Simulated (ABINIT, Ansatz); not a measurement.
# Lattice dynamics of Ba (Pm-3m) in two programs, part 4 of 4

How does Ba (Pm-3m) vibrate, and is this structure a minimum?

ABINIT 10.8.3; DFT LDA, scalar-relativistic, plane waves, PseudoDojo norm-conserving pseudopotentials.

So far, lowest frequency on the path (cm⁻¹): step 6 (dispersion) -45.7. Also highest frequency (cm⁻¹): step 6 71.8.

This is not the structure that Ba takes at ambient pressure and room temperature (bcc); it is a model or a phase of other conditions.

## 8. Cross-check with Ansatz

The same cell goes through another code at the same cutoff. The files are of one family, but Ansatz's library holds files of its own making for some heavy elements, so those for Ba may differ.

This step: DFT LDA, scalar-relativistic, plane waves, norm-conserving pseudopotentials of its library (PseudoDojo's, some remade) (Ansatz 0.2.0).

input.yaml

```yaml
crystal:
  lattice:
    - [3.730761219, 0.0, 0.0]
    - [0.0, 3.730761219, 0.0]
    - [0.0, 0.0, 3.730761219]
  atoms:
    - { symbol: Ba, position: [0.5, 0.5, 0.5] }
kpoints:
  mp_grid: { grid: [10, 10, 10] }
hamiltonian:
  xc: lda
  pseudopotentials: { kind: nc, accuracy: standard }
scf:
  occupations: { method: gaussian, width: 0.27211 }
output:
  eigenvalues: true
basis:
  ecutwfc: 585.045
phonons:
  method: dfpt
  qmesh: [2, 2, 2]
  temperatures: { t_max: 1000, t_step: 50 }
  qpath:
    path:
      - [[0.0, 0.0, 0.0], [0.0, 0.5, 0.0], [0.5, 0.5, 0.0], [0.0, 0.0, 0.0], [0.5, 0.5, 0.5], [0.0, 0.5, 0.0]]
      - [[0.5, 0.5, 0.5], [0.5, 0.5, 0.0]]
    npoints: 10
```

Started as:

```sh
> ansatz run input.yaml --threads 4 --pin off --max-ram 8192MiB --backend cpu --events-out ev --progress --plain --runs-dir out
```

Output:

```text
Warning: basis.ecutwfc = 585.045 eV is below the records' recommended 770 eV, and the density's cutoff is lower with it unless basis.ecutrho_ratio is high enough to keep the records' density cutoff: compare with a run at a higher cutoff
Engine: ansatz 0.2.0, x86_64-unknown-linux-gnu
Pseudopotentials: kind: nc
Pseudopotential: Ba, nc, valence charge 10, recommended cutoff 770 eV (normal), Ba.nc.azcp (PseudoDojo's, or run here from an input of PseudoDojo's; its table is named by hamiltonian.pseudopotentials.accuracy)
Functional definition: SPW92
  exchange = slater_x
  correlation = pw_c
Crystal: 1 atoms, lattice volume = 51.927 Å³
Basis set: ecut = 585.045 eV, 1743 PW (Γ), exchange–correlation on 60×60×60 points (8 copies of the dense FFT grid, shifted against one another)
Bands: 9, of which v1, the nominal top of the filled ones, is band 5 counted from 1 (4 counted from 0)
Symmetry: 48 space group operations
k-points: 56 of 1000
Non-local potential: Ba, projectors of the file, l = 0: 2, l = 1: 2, l = 2: 2, l = 3: 2
Initial density: superposition of atomic densities (chi_scale 0.1, normalization cell)
Initial wavefunctions: pseudopotential atomic-orbital guess
Functional: x = slater, c = lda
SCF iter   1: F=—  HF=-763.780158 eV  |F-HF|=—  |Δ(HF+E_count)|=         —  Δρ=8.94e-3  dr2=4.25e-2  ethr=3.10e-3  ⟨swp⟩=9.8  Hψ=6096  notcnv=0
preconditioner: auto → none  [metal: Δε(μ)=0.061 eV  Ē_g=12.833 eV  σ=0.272 eV  W_gap=0.13  n_scr=6 (ndim 8)  ℏωp=14.6 eV  f_vac=0.000  D(μ)=1.10/eV (n_scr^D=6)  sad-step TF]
SCF iter   2: F=—  HF=-763.774690 eV  |F-HF|=—  |Δ(HF+E_count)|=   5.47e-3  Δρ=5.31e-3  dr2=1.85e-2  ethr=4.25e-4  ⟨swp⟩=1.0  Hψ=952  notcnv=0
SCF iter   3: F=—  HF=-763.771087 eV  |F-HF|=—  |Δ(HF+E_count)|=   3.60e-3  Δρ=1.01e-3  dr2=4.96e-4  ethr=1.85e-4  ⟨swp⟩=2.4  Hψ=772  notcnv=0
SCF iter   4: F=—  HF=-763.770887 eV  |F-HF|=—  |Δ(HF+E_count)|=   2.00e-4  Δρ=1.57e-4  dr2=2.43e-5  ethr=4.96e-6  ⟨swp⟩=2.0  Hψ=812  notcnv=0
SCF iter   5: F=—  HF=-763.770880 eV  |F-HF|=—  |Δ(HF+E_count)|=   6.86e-6  Δρ=4.37e-5  dr2=1.62e-6  ethr=2.43e-7  ⟨swp⟩=3.0  Hψ=836  notcnv=0
SCF iter   6: F=—  HF=-763.770883 eV  |F-HF|=—  |Δ(HF+E_count)|=   2.57e-6  Δρ=6.79e-6  dr2=4.55e-8  ethr=1.62e-8  ⟨swp⟩=2.3  Hψ=798  notcnv=0
SCF iter   7: F=—  HF=-763.770883 eV  |F-HF|=—  |Δ(HF+E_count)|=   1.57e-8  Δρ=7.10e-7  dr2=5.07e-10  ethr=4.55e-10  ⟨swp⟩=2.5  Hψ=856  notcnv=0
SCF iter   8: F=-763.770883 eV  HF=-763.770883 eV  |F-HF|=2.61e-12  |Δ(HF+E_count)|=  3.96e-11  Δρ=6.98e-8  dr2=3.43e-12  ethr=1.00e-12  ⟨swp⟩=12.1  Hψ=5461  notcnv=0
SCF 1 converged in 8 iterations: F = -763.770883 eV  dr2 = 3.43e-12
NSCF: frozen V_eff on 56 k-points
NSCF: frozen V_eff on 126 k-points
DFPT response loops at q = (0, 0, 0) (fractional): preconditioner auto → Kerker (q_TF=auto, 2.073 Å⁻¹) (partly filled bands, converged f_vac=0.000); β = 1.00, the filter's whole step (`scf.mixing.beta` (0.50) is not read by the response loops under this deck's `scf.mixing.preconditioner`; to damp them name `kerker` or `kerker_dos`, under which they read `scf.mixing.beta`, and type it under 1.00, their step now; both keys bind the ground state too); Broyden in place of MSR1
NSCF: frozen V_eff on 432 k-points
DFPT response loops at q = (0, 0, -0.5) (fractional): mixed as the last ones told, above
NSCF: frozen V_eff on 432 k-points
DFPT response loops at q = (0, -0.5, -0.5) (fractional): mixed as the last ones told, above
NSCF: frozen V_eff on 252 k-points
DFPT response loops at q = (-0.5, -0.5, -0.5) (fractional): mixed as the last ones told, above
SCF converged after 8 iterations
Free energy (F): -763.770883 eV
Harris-Foulkes:  -763.770883 eV  (|F-HF|=2.61e-12)
Internal energy: -763.727462 eV  (E = F + TS)
E sigma→0 (E₀):  -763.749172 eV
Entropy (-TS):   -0.043421 eV (-43.421 meV/atom)
Fermi energy:    7.130538 eV
--- Per-component energies (eV) ---
  E_band       = -71.721257
  E_kinetic    = 178.011501
  E_local      = -431.639333  (includes V_loc(G=0)·N_el)
  E_nonlocal   = 107.977147
  E_hartree    = 107.530823
  E_xc         = -178.050741
  E_vxc        = -141.132252  (∫ρ·V_xc dr)
  E_ewald      = -547.556858
  E_smearing   = -0.043421  (= −TS)
  E_closure    = 0.000000  (closes the sum)
  Σ components = -763.770883   (vs F -763.770883, Δ=0.00e0)
--- Band table (eV; the first three rows and the last of 56) ---
  k-point 0: bands = ["-21.8645", "-6.4196", "-6.4196", "-6.4196", "4.5320", "6.9951", "6.9951", "12.9315", "12.9315"]
  k-point 1: bands = ["-21.8540", "-6.5446", "-6.4089", "-6.4089", "4.7138", "7.0482", "7.2095", "12.2717", "12.2717"]
  k-point 2: bands = ["-21.8261", "-6.8543", "-6.3810", "-6.3810", "5.1655", "7.1959", "7.7996", "11.4158", "11.4158"]
  k-point 55: bands = ["-21.5363", "-7.2329", "-7.2329", "-7.2329", "6.9333", "6.9333", "6.9333", "10.6435", "13.5459"]
--- Phonons (Γ-DFPT): 1 representative perturbation + reference (Σ response iterations 2) ---
  ASR residual: 2.263e-4 → 0.000e0 eV/Å²; symmetrization residual: 5.421e-20 eV/Å²
  ASR residual per site (eV/Å²): 2.26e-4
  Γ frequencies (cm⁻¹): 0.00 0.00 0.00
--- Phonons (arbitrary-q DFPT): 4 irreducible q on the 2×2×2 mesh ---
  q = [0.0000, 0.0000, 0.0000] (star 1, of the zone-centre solve; hermiticity 1.13e-26, symmetrization 7.19e-16): -0.00 -0.00 0.00
  q = [0.0000, 0.0000, -0.5000] (star 3, 2 solved perturbations in 342 linear systems a pass and spin channel, the states on 216 of 1000 k-point pairs; hermiticity 4.15e-14, symmetrization 9.01e-14, the responses' own estimated error 2.4e-4 eV/Å²): -28.57 -28.57 68.45
  q = [0.0000, -0.5000, -0.5000] (star 3, 2 solved perturbations in 342 linear systems a pass and spin channel, the states on 216 of 1000 k-point pairs; hermiticity 6.20e-14, symmetrization 1.07e-13, the responses' own estimated error 2.9e-4 eV/Å²): -45.06 66.99 66.99
  q = [-0.5000, -0.5000, -0.5000] (star 1, 1 solved perturbation on 126 of 1000 k-point pairs; hermiticity 3.40e-13, symmetrization 1.16e-12, the responses' own estimated error 2.2e-4 eV/Å²): 33.61 33.61 33.61
  sum rule: each row above includes the acoustic sum rule's correction from the zone centre's row sums; it moved no ω² by more than (0.67 cm⁻¹)²
  mesh force constants: q→R imaginary residual 0.00e0; ASR residual 2.263e-4 → 0.000e0 eV/Å²; symmetrization residual 1.776e-15 eV/Å²
  interpolated dispersion: 62 rows × 3 modes
  density of states and harmonic sums: on the 18×18×18 q-mesh, interpolated from the force constants of a 2×2×2 supercell (no non-analytic term)
  largest difference from the sums on the solved wave vectors: F 1.99e-1 eV, S 2.52e-4 and C_V 5.64e-5 eV/K
  zero-point energy: 0.005874 eV/cell   skipped modes (ω ≤ 0): 196, of them read as no rigid motion or as one in doubt: 193 (8.750e-1 modes/cell left out, lowest -45.06 cm⁻¹)   left out of the sums: 2.92e-1 of the cell's modes: C_V's classical limit lies that fraction below 3 k_B per atom; for a crystal, a wire or a layer, F and S can be off by more, and a phonons.interpolated_qmesh denser along its periods is the remedy for the sampling
```

Run time: 7.8 s. Hardware: 4 threads of Intel Xeon 6975P-C (Granite Rapids), shared host; peak memory 0.81 GiB; 28 s of CPU time.

Numbers from this step:

```yaml
sum_rule_residual_before_enforcement: 2.26e-4 eV/Å²
lowest_frequency_on_the_path: -45.06 cm⁻¹
share_of_modes_beyond_3i_cm_minus1_on_the_dense_interpolated_mesh: 0.2868
lowest_mode_on_the_q_mesh_acoustic_ones_at_the_zone_centre_apart: -45.06 cm⁻¹
```

## 9. The two compared: ABINIT PseudoDojo and Ansatz, library NC

Numbers from this step:

* root-mean-square difference: 3.3 cm⁻¹
* largest difference: 4.71 cm⁻¹
* root-mean-square difference on the path: 2.8 cm⁻¹
* largest difference on the path: 9.4 cm⁻¹

Frequencies side by side, by row:

| q (reciprocal lattice) | mode | ABINIT PseudoDojo (cm⁻¹) | Ansatz, library NC (cm⁻¹) |
| --- | --- | --- | --- |
| 0 0 0 | 1 | 0.56 | 0 |
| 0 0 0 | 2 | 0.56 | 0 |
| 0 0 0 | 3 | 0.56 | 0 |
| 0.5 0 0 | 1 | -28.93 | -28.57 |
| 0.5 0 0 | 2 | -28.93 | -28.57 |
| 0.5 0 0 | 3 | 71.84 | 68.45 |
| 0.5 0.5 0 | 1 | -45.66 | -45.06 |
| 0.5 0.5 0 | 2 | 70.09 | 66.99 |
| 0.5 0.5 0 | 3 | 70.09 | 66.99 |
| 0.5 0.5 0.5 | 1 | 38.32 | 33.61 |
| 0.5 0.5 0.5 | 2 | 38.32 | 33.61 |
| 0.5 0.5 0.5 | 3 | 38.32 | 33.61 |

At the solved wavevectors the largest difference (acoustic modes at Γ apart) is 7 % of the highest mode (on the interpolated path 13 %), but 12 % of the mode at 38 cm⁻¹ on which it sits.

## 10. Summary of results

```json
{
 "space group after relaxation": "Pm-3m",
 "volume per atom": "51.9 Å³",
 "q mesh": "2×2×2",
 "lowest mode on the q mesh (acoustic ones at the zone centre apart)": "-45.7 cm⁻¹",
 "imaginary modes on the q mesh": "yes",
 "largest difference from Ansatz, library NC": "4.71 cm⁻¹"
}
```

What this shows: Ba (Pm-3m) is unstable: a mode solved on the 2×2×2 mesh is imaginary, 46i cm⁻¹; its spectrum reaches 72 cm⁻¹. The most unstable solved mode lies at q = (0.5, 0.5, 0), on the zone boundary, so the distortion that it points to doubles the cell. ABINIT PseudoDojo and Ansatz, library NC differ by 3.3 cm⁻¹ in the root mean square and by 4.7 cm⁻¹ at most, 6.6 % of the highest mode compared (acoustic modes at Γ left out; ABINIT's values are those before the sum rule); the two use different potentials, and the cell was not relaxed for the second set. Their interpolated bands part by up to 9 cm⁻¹. These are harmonic frequencies at zero temperature: anharmonic shifts and linewidths and thermal expansion are left out. Spin-orbit coupling is left out, which can matter for the heavy elements here. In a metal the frequencies hang on the k mesh and the smearing, most of all near Kohn anomalies. Ansatz warns that the cutoff lies 24 % under the one recommended for these files; agreement at one cutoff is not convergence. The total energies of the two programs lie far apart, so at least one potential file in Ansatz's library differs from the published one read by the first program. The q mesh stands for a supercell only 7.5 Å across, so branches between the solved wavevectors are rough. The structure comes from a database by way of an earlier relaxation and need not be the phase that is stable at ambient conditions.

[Host names and launcher messages were left out of these logs when they were recorded.]

[Logs are printed without paths, hosts, clocks, repeated set-up lines and the standing remarks that a program may print on its own settings, such as how far it seeks lower states.]

[Hosts, paths, dates, database ids (printed as entryN), source tags and the programs' standing remarks are cut or masked in the printed files.]
